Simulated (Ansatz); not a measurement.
## (ZnS)1(CuCl)3 [001] superlattice, started as zinc blende: relaxing the cell for a phonon run: bringing the structure to rest

Ansatz 0.2.0; DFT PBE, scalar-relativistic, plane waves, PAW.

The structure was built from a prototype and need not be the compound's stable phase.

It takes space group Pmm2 (No. 25, orthorhombic). The conventional cell has a = 3.855 Å, b = 3.947 Å, c = 10.710 Å, α = 90.00°, β = 90.00°, γ = 90.00°. Nearest to Cl lie 4 Cu at 2.29 to 2.52 Å. Nearest to Cl lie 4 Cu at 2.30 to 2.44 Å. Nearest to Cl lie 2 Cu at 2.41 Å and 2 Zn at 2.53 Å. Cu has 2 S at 2.23 Å and 2 Cl at 2.52 Å nearest. Nearest to Cu lie 4 Cl at 2.29 to 2.44 Å. Cu has 4 Cl at 2.30 to 2.41 Å nearest. Farther neighbours and most contacts between anions are not listed.

Step by step:

| step | energy less that of the first step (eV) | largest force component (eV/Å) | pressure (GPa) | volume (Å³) |
| --- | --- | --- | --- | --- |
| 1 | 0.0000 | 0.0247 | -0.06 | 162.98 |
| 2 | -0.0002 | 0.0148 | -0.03 | 162.90 |
| 3 | -0.0003 | 0.0047 | 0.00 | 162.81 |
| 4* | -0.0002 | 0.0047 | 0.00 | 162.81 |

Relaxation steps marked * repeat the geometry before them on a plane-wave basis chosen anew for their cell, so energy and pressure can jump there.

Forces are held to the 4 operations that the run works with; a distortion that breaks them can't arise in this run.

| conventional cell, symmetrised | before | after | change |
| --- | --- | --- | --- |
| a (Å) | 3.855 | 3.859 | +0.1 % |
| b (Å) | 3.947 | 3.944 | -0.1 % |
| c (Å) | 10.710 | 10.698 | -0.1 % |
| volume (Å³/atom) | 20.37 | 20.35 | -0.1 % |

This step gave:

```
pressure           : 0.001914 GPa
gap on the k-mesh  : 0.4317 eV
volume per atom    : 20.35 Å³
direct gap on mesh : 0.4317 eV
```

What was run to get this?

The system, level and task follow from the heading and the kind of results. Meshes, cutoffs and thresholds can't be read from the results; these are the ones that the run used.

input.yaml reads:

```yaml
crystal:
  lattice:
    - [2.7259581262, 2.7259581262, 0.0]
    - [-2.7912416067, 2.7912416067, 0.0]
    - [0.0, 0.0, 10.7101159532]
  atoms:
    - { symbol: Cl, position: [1.0, 0.5, 0.3810217656] }
    - { symbol: Cl, position: [0.5, 0.0, 0.6291827389] }
    - { symbol: Cl, position: [1.0, 0.5, 0.8753184987] }
    - { symbol: Cu, position: [0.5, 0.5, 0.2291410737] }
    - { symbol: Cu, position: [0.0, 0.0, 0.4894851218] }
    - { symbol: Cu, position: [0.5, 0.5, 0.7397401385] }
    - { symbol: S, position: [0.5, 0.0, 0.1328795335] }
    - { symbol: Zn, position: [0.0, 0.0, 0.0232311293] }
kpoints:
  mp_grid: { grid: [8, 8, 4] }
hamiltonian:
  xc: pbe
scf:
  occupations: { method: gaussian, width: 0.02 }
output:
  forces: true
  stress: true
  eigenvalues: true
relax:
  adjacent_minimum: "off"
  f_tol: 0.005
  max_steps: 80
  cell: { stress_tol: 0.05 }
```

Launch:

```bash
$ ansatz run input.yaml --threads 8 --pin off --max-ram 14336MiB --backend cpu --events-out ev --progress --plain --runs-dir out
```

[Logs are printed without paths, hosts, clocks, repeated set-up lines and the standing remarks that a program may print on its own settings, such as how far it seeks lower states.]

[Hosts, paths, dates, database ids (printed as entryN), source tags and the programs' standing remarks are cut or masked in the printed files.]
